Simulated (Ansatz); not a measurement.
## Al2O2 monolayer in a perpendicular field

Wanted: the out-of-plane response of the Al2O2 monolayer. A positive field points along +c.

Program: Ansatz 0.2.0. Level of theory: plane-wave DFT, PBE-D3(BJ), Ansatz PAW. Results are calculated unless marked as measured.

## 1. Starting point

The cell holds 4 atoms: 2 O and 2 Al. Cell: a = 2.964 Å, b = 2.964 Å, c = 22.071 Å, α = 90.0°, β = 90.0°, γ = 120.0°. Vacuum lies along c.

Coordinates:

```cif
data_structure
_symmetry_space_group_name_H-M 'P 1'
_symmetry_Int_Tables_number 1
_cell_length_a 2.9640
_cell_length_b 2.9640
_cell_length_c 22.0711
_cell_angle_alpha 90.000
_cell_angle_beta 90.000
_cell_angle_gamma 120.000
_cell_volume 167.92
loop_
_atom_site_label
_atom_site_type_symbol
_atom_site_fract_x
_atom_site_fract_y
_atom_site_fract_z
_atom_site_occupancy
O1 O 0.33333 0.66667 0.40777 1
Al2 Al 0.00000 0.00000 0.44518 1
Al3 Al 0.00000 0.00000 0.55482 1
O4 O 0.33333 0.66667 0.59223 1
```

## 2. Relaxation

The starting cell is a guess, so the in-plane lattice and the atoms are relaxed first, with the slab cut off from its images along the normal. The program lengthens the vector along the normal by itself, so c and the volume that it reports differ from the typed ones.

input.yaml reads:

```yaml
crystal:
  lattice:
    - [2.964, 0.0, 0.0]
    - [-1.482, 2.5668992968, 0.0]
    - [0.0, 0.0, 22.0711426347]
  atoms:
    - { symbol: O, position: [0.3333333333, 0.6666666667, 0.407772273] }
    - { symbol: Al, position: [0.0, 0.0, 0.4451772833] }
    - { symbol: Al, position: [0.0, 0.0, 0.5548227167] }
    - { symbol: O, position: [0.3333333333, 0.6666666667, 0.592227727] }
  periodic: [true, true, false]
kpoints:
  mp_grid: { grid: [12, 12, 1] }
hamiltonian:
  xc: pbe
  dispersion: d3bj
scf:
  occupations: { method: fermi_dirac, width: 0.05 }
  convergence: { dr2_threshold: 1.0e-09 }
relax:
  f_tol: 0.004
  max_steps: 90
  cell: {}
output:
  write_potential: true
  write_density: true
  volumetric_format: npy
```

The run is started by

```bash
$ ansatz run input.yaml --threads 2 --pin off --max-ram 3072MiB --backend cpu --events-out ev --progress --plain --runs-dir out
```

Numbers of over 12 decimals in the logs are rounded to 6 here.

Output:

```text
Warning: crystal.periodic: the lattice vector that does not repeat stood 0.000° off the slab's normal, 22.071 Å along it as the deck builds it. The run solves the slab on a vector along the normal, 31.942 Å long, with every atom where it was (on the deck's vector they left 18.00 Å outside them, and the widest stretch free of ions among them is 2.42 Å). A fractional position that the run reports is one of the run's ce [...]
Warning: relax.cell: scf.convergence.dr2_threshold = 1e-9 eV is looser than the 2.02023206805e-10 eV advised for a relaxation that steers and ends on the stress (1e-10 eV for each atom of the cell: 4, times the square of relax.cell.stress_2d_tol = 0.05 N/m over 14.1 Å (the atoms' height at the walk's start and 5 Å past either face), 3.553e-2 GPa, over a crystal's default 0.05). What an SCF threshold leaves in a stress goes as its square root, and in the free energy as the threshold itself, and one threshold admits the most on a small cell: [figures from the program's tests cut] Set scf.convergence.dr2_threshold to 2.02023206805e-10 eV or tighter. [rest of the remark cut]
crystal.periodic: the lattice vector that does not repeat stood 0.000° off the slab's normal, 22.071 Å along it as the deck builds it. The run solves the slab on a vector along the normal, 31.942 Å long, with every atom where it was (on the deck's vector they left 18.00 Å outside them, and the widest stretch free of ions among them is 2.42 Å). A fractional position that the run reports is one of the run's cell, which [...]
Engine: ansatz 0.2.0, aarch64-unknown-linux-gnu
Pseudopotentials: kind: paw
Pseudopotential: O, paw, valence charge 6, recommended cutoff 420 eV (normal), O.paw.azcp
Pseudopotential: Al, paw, valence charge 3, recommended cutoff 420 eV (normal), Al.paw.azcp
Functional definition: PBE
  parameter kappa = 0.804
  parameter beta = 0.066725
  exchange = pbe_x(kappa = kappa, mu = beta*pi^2/3)
  correlation = pbe_c(beta = beta)
Crystal: 4 atoms, lattice volume = 243.026 Å³
Basis set: ecut = 420 eV, 4655 PW (Γ), exchange–correlation on 40×40×432 points (8 copies of the dense FFT grid, shifted against one another)
Bands: 13, of which v1, the nominal top of the filled ones, is band 9 counted from 1 (8 counted from 0)
Symmetry: 12 space group operations
Space group: P-6m2 (ITA 187), of the structure as read, at distance tolerance 6.2e-5 Å
k-points: 19 of 144 (time reversal used)
Non-local potential: O, projectors of the file, l = 0: 2, l = 1: 2, l = 2: 1
Non-local potential: Al, projectors of the file, l = 0: 2, l = 1: 2, l = 2: 1
PAW form: soft (Blöchl's): semilocal exchange-correlation on the pseudo side does not see the compensation charge
PAW one-centre angular grid: O, 110 points (default); XC on 64 Gauss nodes
PAW one-centre angular grid: Al, 110 points (default); XC on 64 Gauss nodes
Initial density: superposition of atomic densities (neutral atoms: chi_scale 0, normalization atom), corrected by the library's trained network
Initial wavefunctions: pseudopotential atomic-orbital guess
Functional: x = pbe(κ = 0.804, μ = 0.219515), c = pbe(β = 0.066725)
SCF iter   1: F=—  HF=-2214.005921 eV  |F-HF|=—  |Δ(HF+E_count)|=         —  Δρ=3.82e-3  dr2=3.67e-2  ethr=1.77e-3  ⟨swp⟩=13.6  Hψ=2725  notcnv=0
preconditioner: auto → none  [insulator: Δε(μ)=1.577 eV  Ē_g=12.773 eV  σ=0.050 eV  W_gap=1.00  n_scr=16 (ndim 8)  ℏωp=10.1 eV  f_vac=0.763  D(μ)=0.00/eV (n_scr^D=0)  ε∞_Penn≈1.6]
SCF iter   2: F=—  HF=-2214.007733 eV  |F-HF|=—  |Δ(HF+E_count)|=   1.81e-3  Δρ=3.18e-3  dr2=3.34e-2  ethr=2.04e-4  ⟨swp⟩=4.4  Hψ=841  notcnv=0
SCF iter   3: F=—  HF=-2214.000747 eV  |F-HF|=—  |Δ(HF+E_count)|=   6.99e-3  Δρ=9.36e-4  dr2=1.21e-3  ethr=1.85e-4  ⟨swp⟩=2.6  Hψ=450  notcnv=0
SCF iter   4: F=—  HF=-2214.002505 eV  |F-HF|=—  |Δ(HF+E_count)|=   1.76e-3  Δρ=1.01e-4  dr2=1.84e-5  ethr=6.72e-6  ⟨swp⟩=3.8  Hψ=729  notcnv=0
SCF iter   5: F=—  HF=-2214.002503 eV  |F-HF|=—  |Δ(HF+E_count)|=   2.35e-6  Δρ=3.72e-5  dr2=1.62e-6  ethr=1.02e-7  ⟨swp⟩=3.6  Hψ=632  notcnv=0
SCF iter   6: F=—  HF=-2214.002556 eV  |F-HF|=—  |Δ(HF+E_count)|=   5.36e-5  Δρ=1.20e-5  dr2=2.79e-7  ethr=8.98e-9  ⟨swp⟩=3.3  Hψ=584  notcnv=0
SCF iter   7: F=—  HF=-2214.002557 eV  |F-HF|=—  |Δ(HF+E_count)|=   3.47e-7  Δρ=3.07e-6  dr2=2.45e-8  ethr=1.55e-9  ⟨swp⟩=2.7  Hψ=489  notcnv=0
SCF iter   8: F=-2214.002557 eV  HF=-2214.002557 eV  |F-HF|=1.56e-9  |Δ(HF+E_count)|=   3.67e-9  Δρ=4.49e-7  dr2=3.27e-10  ethr=5.56e-12  ⟨swp⟩=10.2  Hψ=2209  notcnv=0
SCF 1 converged in 8 iterations: F = -2214.002557 eV  dr2 = 3.27e-10
  greatest PAW one-centre occupation: 0.864 electrons in one spin orbital (limit 2), on the O atom at site 3 (counted from 0), in its partial waves of l = 0
relax step   1: F+E_penalty+E_count = -2214.00255675 eV  Δ(F+E_penalty+E_count) = +0.000e0 eV  max|allowed force component| = 3.690e0 eV/Å  Δτ_max = 0.0000 Å  P = -5.745 N/m  Ω = 243.026 Å³  fix = [c, alpha, beta]  reactions: c -0.000 N/m  (8 SCF iters, accepted)
Crystal: 4 atoms, lattice volume = 251.491 Å³
Basis set: ecut = 420 eV, 4799 PW (Γ), exchange–correlation on 40×40×432 points (8 copies of the dense FFT grid, shifted against one another)
Initial density: handed on by an earlier stage of this run
Initial wavefunctions: those handed on with the density
iter 1 solved again at ethr=7.73e-4 eV; its pass at ethr=3.10e-3 eV (dr2=1.39e-1 eV) is discarded
SCF iter   1: F=—  HF=-2214.456228 eV  |F-HF|=—  |Δ(HF+E_count)|=         —  Δρ=4.76e-3  dr2=1.39e-1  ethr=7.73e-4  ⟨swp⟩=1.7  Hψ=2582  notcnv=0
preconditioner: auto → none  [insulator: Δε(μ)=1.546 eV  Ē_g=13.097 eV  σ=0.050 eV  W_gap=1.00  n_scr=16 (ndim 8)  ℏωp=9.9 eV  f_vac=0.764  D(μ)=0.00/eV (n_scr^D=0)  ε∞_Penn≈1.6]
SCF iter   2: F=—  HF=-2214.410539 eV  |F-HF|=—  |Δ(HF+E_count)|=   4.57e-2  Δρ=2.25e-3  dr2=1.29e-2  ethr=7.73e-4  ⟨swp⟩=3.8  Hψ=583  notcnv=0
SCF iter   3: F=—  HF=-2214.408570 eV  |F-HF|=—  |Δ(HF+E_count)|=   1.97e-3  Δρ=1.28e-3  dr2=3.07e-3  ethr=7.17e-5  ⟨swp⟩=3.6  Hψ=748  notcnv=0
SCF iter   4: F=—  HF=-2214.408235 eV  |F-HF|=—  |Δ(HF+E_count)|=   3.34e-4  Δρ=5.81e-4  dr2=3.81e-4  ethr=1.70e-5  ⟨swp⟩=2.3  Hψ=404  notcnv=0
SCF iter   5: F=—  HF=-2214.408374 eV  |F-HF|=—  |Δ(HF+E_count)|=   1.39e-4  Δρ=2.06e-4  dr2=4.51e-5  ethr=2.12e-6  ⟨swp⟩=2.7  Hψ=432  notcnv=0
SCF iter   6: F=—  HF=-2214.408486 eV  |F-HF|=—  |Δ(HF+E_count)|=   1.12e-4  Δρ=3.63e-5  dr2=1.49e-6  ethr=2.51e-7  ⟨swp⟩=2.7  Hψ=475  notcnv=0
SCF iter   7: F=—  HF=-2214.408530 eV  |F-HF|=—  |Δ(HF+E_count)|=   4.40e-5  Δρ=6.49e-6  dr2=6.91e-8  ethr=8.28e-9  ⟨swp⟩=2.5  Hψ=468  notcnv=0
[...]
iter 1 solved again at ethr=1.44e-4 eV; its pass at ethr=3.10e-3 eV (dr2=2.59e-2 eV) is discarded
SCF iter   1: F=—  HF=-2214.496563 eV  |F-HF|=—  |Δ(HF+E_count)|=         —  Δρ=3.15e-3  dr2=2.76e-2  ethr=1.44e-4  ⟨swp⟩=2.1  Hψ=2360  notcnv=0
preconditioner: auto → none  [insulator: Δε(μ)=1.345 eV  Ē_g=13.450 eV  σ=0.050 eV  W_gap=1.00  n_scr=16 (ndim 8)  ℏωp=10.0 eV  f_vac=0.765  D(μ)=0.00/eV (n_scr^D=0)  ε∞_Penn≈1.6]
SCF iter   2: F=—  HF=-2214.487176 eV  |F-HF|=—  |Δ(HF+E_count)|=   9.39e-3  Δρ=1.29e-3  dr2=2.44e-3  ethr=1.44e-4  ⟨swp⟩=2.9  Hψ=527  notcnv=0
SCF iter   3: F=—  HF=-2214.486592 eV  |F-HF|=—  |Δ(HF+E_count)|=   5.84e-4  Δρ=3.93e-4  dr2=4.20e-4  ethr=1.36e-5  ⟨swp⟩=3.2  Hψ=540  notcnv=0
SCF iter   4: F=—  HF=-2214.486516 eV  |F-HF|=—  |Δ(HF+E_count)|=   7.59e-5  Δρ=1.84e-4  dr2=3.77e-5  ethr=2.34e-6  ⟨swp⟩=2.6  Hψ=406  notcnv=0
SCF iter   5: F=—  HF=-2214.486618 eV  |F-HF|=—  |Δ(HF+E_count)|=   1.01e-4  Δρ=4.83e-5  dr2=2.52e-6  ethr=2.09e-7  ⟨swp⟩=3.0  Hψ=525  notcnv=0
SCF iter   6: F=—  HF=-2214.486620 eV  |F-HF|=—  |Δ(HF+E_count)|=   2.04e-6  Δρ=7.24e-6  dr2=5.62e-8  ethr=1.40e-8  ⟨swp⟩=2.8  Hψ=467  notcnv=0
SCF iter   7: F=—  HF=-2214.486663 eV  |F-HF|=—  |Δ(HF+E_count)|=   4.33e-5  Δρ=5.12e-7  dr2=5.68e-10  ethr=5.56e-12  ⟨swp⟩=10.2  Hψ=2225  notcnv=0
SCF iter   8: F=-2214.486663 eV  HF=-2214.486663 eV  |F-HF|=9.09e-12  |Δ(HF+E_count)|=  3.18e-11  Δρ=5.99e-8  dr2=7.58e-12  ethr=3.16e-12  ⟨swp⟩=7.2  Hψ=1642  notcnv=0
SCF 3 converged in 8 iterations: F = -2214.486663 eV  dr2 = 7.58e-12
  greatest PAW one-centre occupation: 0.862 electrons in one spin orbital (limit 2), on the O atom at site 3 (counted from 0), in its partial waves of l = 0
relax step   3: F+E_penalty+E_count = -2214.48666321 eV  Δ(F+E_penalty+E_count) = -7.813e-2 eV  max|allowed force component| = 1.651e-1 eV/Å  Δτ_max = 0.0185 Å  P = -2.782 N/m  Ω = 245.784 Å³  energy of the carried Pulay correction = -1.828e-3 eV  fix = [c, alpha, beta]  reactions: c -0.000 N/m  (8 SCF iters, accepted)
[...]
relax step   4: F+E_penalty+E_count = -2214.50236510 eV  Δ(F+E_penalty+E_count) = -1.570e-2 eV  max|allowed force component| = 6.376e-2 eV/Å  Δτ_max = 0.0055 Å  P = -0.165 N/m  Ω = 241.084 Å³  energy of the carried Pulay correction = +1.300e-3 eV  fix = [c, alpha, beta]  reactions: c -0.000 N/m  (7 SCF iters, accepted)
[...]
relax step   5: F+E_penalty+E_count = -2214.50265283 eV  Δ(F+E_penalty+E_count) = -2.877e-4 eV  max|allowed force component| = 1.880e-3 eV/Å  Δτ_max = 0.0057 Å  P = +0.009 N/m  Ω = 241.092 Å³  energy of the carried Pulay correction = +1.294e-3 eV  fix = [c, alpha, beta]  reactions: c +0.000 N/m  (7 SCF iters, accepted)
Initial wavefunctions: pseudopotential atomic-orbital guess (no wavefunctions were taken with the density)
iter 1 solved again at ethr=5.49e-7 eV; its pass at ethr=3.10e-3 eV (dr2=9.88e-5 eV) is discarded
SCF iter   1: F=—  HF=-2214.501403 eV  |F-HF|=—  |Δ(HF+E_count)|=         —  Δρ=2.63e-5  dr2=2.28e-7  ethr=5.49e-7  ⟨swp⟩=4.7  Hψ=3519  notcnv=0
preconditioner: auto → Resta (q_TF=auto, 1.770 Å⁻¹)  ε∞=1.6  [insulator: Δε(μ)=1.274 eV  Ē_g=13.530 eV  σ=0.050 eV  W_gap=1.00  n_scr=18 (ndim 8)  ℏωp=10.1 eV  f_vac=0.767  D(μ)=0.00/eV (n_scr^D=0)  ε∞_Penn≈1.6  vacuum switching on, ρ_ref=1.3e-2 e/Å³]
SCF iter   2: F=—  HF=-2214.501528 eV  |F-HF|=—  |Δ(HF+E_count)|=   1.25e-4  Δρ=1.24e-5  dr2=5.28e-8  ethr=1.26e-9  ⟨swp⟩=4.5  Hψ=702  notcnv=0
SCF iter   3: F=—  HF=-2214.501528 eV  |F-HF|=—  |Δ(HF+E_count)|=   1.23e-7  Δρ=3.61e-6  dr2=9.52e-9  ethr=2.93e-10  ⟨swp⟩=3.0  Hψ=509  notcnv=0
SCF iter   4: F=—  HF=-2214.501528 eV  |F-HF|=—  |Δ(HF+E_count)|=   6.34e-9  Δρ=1.06e-6  dr2=2.18e-9  ethr=5.29e-11  ⟨swp⟩=2.6  Hψ=448  notcnv=0
SCF iter   5: F=-2214.501528 eV  HF=-2214.501528 eV  |F-HF|=2.82e-11  |Δ(HF+E_count)|=  3.91e-10  Δρ=2.99e-7  dr2=9.78e-11  ethr=5.56e-12  ⟨swp⟩=15.2  Hψ=2320  notcnv=0
SCF 6 converged in 5 iterations: F = -2214.501528 eV  dr2 = 9.78e-11
relax step   6: F+E_penalty+E_count = -2214.50152769 eV  Δ(F+E_penalty+E_count) = +1.125e-3 eV  max|allowed force component| = 1.732e-3 eV/Å  Δτ_max = 0.0000 Å  P = -0.042 N/m  Ω = 241.092 Å³  fix = [c, alpha, beta]  reactions: c -0.000 N/m  stress off target by 4.19e-2 N/m on what of the cell is left free  SCF on the basis re-selected at this cell (its energy is not comparable with the rows above)  (5 SCF iters)
basis re-selected at this cell: Δ(F+E_penalty+E_count) = +1.125e-3 eV, ΔP = -0.051 N/m vs the last step (what re-selecting the basis moved, of the pressure what is left beyond the Pulay correction that the steps carried, after the strain that the cell walked since its last selection, with what the two solves' SCF thresholds leave and, on support functions, any second-order correction that the steps lacked; it is no m [...]
WARN: The output density's exchange-correlation potential varies sharply where the density is thin. Do not read a vacuum level from v_tot or v_xc, or from such a field of the output density. On a cell that repeats whose density bears no net charge and no dipole along the vacuum's axis use v_es (v_loc + v_h of the components); under efield.dipole_correction with no amplitude use v_es + v_field, which holds any externa [...]
SCF converged after 5 iterations
Free energy (F): -2214.501528 eV
Harris-Foulkes:  -2214.501528 eV  (|F-HF|=2.82e-11)
Internal energy: -2214.501528 eV  (E = F + TS)
E sigma→0 (E₀):  -2214.501528 eV
Entropy (-TS):   -0.000000 eV (-0.000 meV/atom)
Fermi energy:    -4.317522 eV
--- Per-component energies (eV) ---
  E_band       = -241.872827
  E_kinetic    = 403.757546
  E_local      = -23715.793984  (includes V_loc(G=0)·N_el)
  E_nonlocal   = 115.963723
  E_hartree    = 11641.302725
  E_xc         = -228.764545
  E_vxc        = -248.426651  (∫ρ·V_xc dr)
  E_paw        = -1252.016656  (= ΣΔE_a)
  E_vpaw       = -79.983992  (= ΣTr[D̂ρ^β])
  E_aug_tail   = 0.005018  (compensation charges beyond the density's cutoff)
  E_ewald      = 10821.623086
  E_disp       = -0.578441  (pairwise vdW)
  E_smearing   = -0.000000  (= −TS)
  E_closure    = 0.000000  (closes the sum)
  Σ components = -2214.501528   (vs F -2214.501528, Δ=0.00e0)
--- Forces (eV/Å), atoms counted from 1 ---
  atom   1  O     -0.00000000     0.00000000    -0.00173224
  atom   2  Al    -0.00000000    -0.00000000    -0.00061034
  atom   3  Al     0.00000000    -0.00000000     0.00061034
  atom   4  O     -0.00000000     0.00000000     0.00173224
  max |Σ_I F_I| component: 6.65e-16 eV/Å
--- 2D stress c σ (N/m, compression-positive) ---
       -0.041875      -0.000000      -0.000000
       -0.000000      -0.041875      -0.000000
       -0.000000      -0.000000      -0.000000
  P = ½ c Tr σ = -0.0419 N/m
--- Band table (eV; the first three rows and the last of 19) ---
  k-point 0: bands = [... 5 lower, -9.4885, -9.4680, -9.4680, -7.3825, -3.1795, -1.0318, -0.1964, 0.1247]
  k-point 1: bands = [... 5 lower, -9.7855, -9.5377, -9.5161, -7.2196, -2.8453, -0.8388, -0.0546, 0.3132]
  k-point 2: bands = [... 5 lower, -10.1036, -9.6685, -9.6438, -6.9035, -2.0559, -0.3640, 0.3411, 0.8194]
  k-point 18: bands = [... 5 lower, -11.9938, -9.5248, -9.0709, -4.9434, -3.4845, -0.5627, 0.8737, 3.4562]
  the weakly bound empty levels are not read free of the cell's end (no_gap_told)
--- Relaxed structure (5 steps of the walk, 5 accepted, 1 SCFs on fresh bases) ---
  F+E_penalty+E_count = -2214.50152769 eV   max|allowed force component| = 1.732e-3 eV/Å   (the final SCF, on the basis selected at the relaxed cell)
  cell:  # Å, volume = 241.0920 Å³
    - [2.952182, 0.0, 0]
    - [-1.476091, 2.556664, 0]
    - [0, 0, 31.942285]
  atoms:
    - { symbol: O, position: [0.333333, 0.666667, 0.283809] }
    - { symbol: Al, position: [-3.734494259477067e-17, -7.468988519600369e-17, 0.304672] }
    - { symbol: Al, position: [-3.666992570926487e-17, -7.333985142499209e-17, 0.386297] }
    - { symbol: O, position: [0.333333, 0.666667, 0.407161] }
```

Wall time 38 s (2 threads of Arm Neoverse N1, shared host); peak memory 0.41 GiB; 68 s of CPU time.

Relaxation path:

```csv
step,energy less that of the first step (eV),largest force component (eV/Å),volume (Å³)
1,0.0000,3.6902,243.03
2,-0.4060,0.7401,251.49
3,-0.4841,0.1651,245.78
4,-0.4998,0.0638,241.08
5,-0.5001,0.0019,241.09
6*,-0.4990,0.0017,241.09
```

Relaxation steps marked * repeat the geometry before them on a plane-wave basis chosen anew for their cell, so energy and pressure can jump there.

The run keeps the 12 symmetry operations that it works with, so distortions that break them were not tested.

```csv
cell as run,before,after,change
a (Å),2.964,2.952,-0.4 %
b (Å),2.964,2.952,-0.4 %
```

The atoms that moved most (Å, along periodic axes as changes of fractional coordinates times the final cell, across vacuum about the mean position):

```csv
atom,dx,dy,dz,length
Al3,0.000,0.000,0.094,0.094
Al2,0.000,0.000,-0.094,0.094
O4,0.000,0.000,-0.066,0.066
O1,0.000,0.000,0.066,0.066
```

Final coordinates:

```xyz
4
Lattice="2.9522 0.0000 0.0000 -1.4761 2.5567 0.0000 0.0000 0.0000 31.9423" Properties=species:S:1:pos:R:3
O     0.0000    1.7044    9.0655
Al    0.0000    0.0000    9.7319
Al    0.0000    0.0000   12.3392
O     0.0000    1.7044   13.0056
```

The lattice constant a goes from 2.964 to 2.952 Å.

(Part 1 of 3 ends here.)

[Logs are printed without paths, hosts, clocks, repeated set-up lines and the standing remarks that a program may print on its own settings, such as how far it seeks lower states.]

[Hosts, paths, dates, database ids (printed as entryN), source tags and the programs' standing remarks are cut or masked in the printed files.]

[Maps of the electrostatic potential energy from Ansatz leave out the sawtooth potential of an applied field or a dipole correction, so their vacuum need not be flat; planar profiles and work functions include it.]
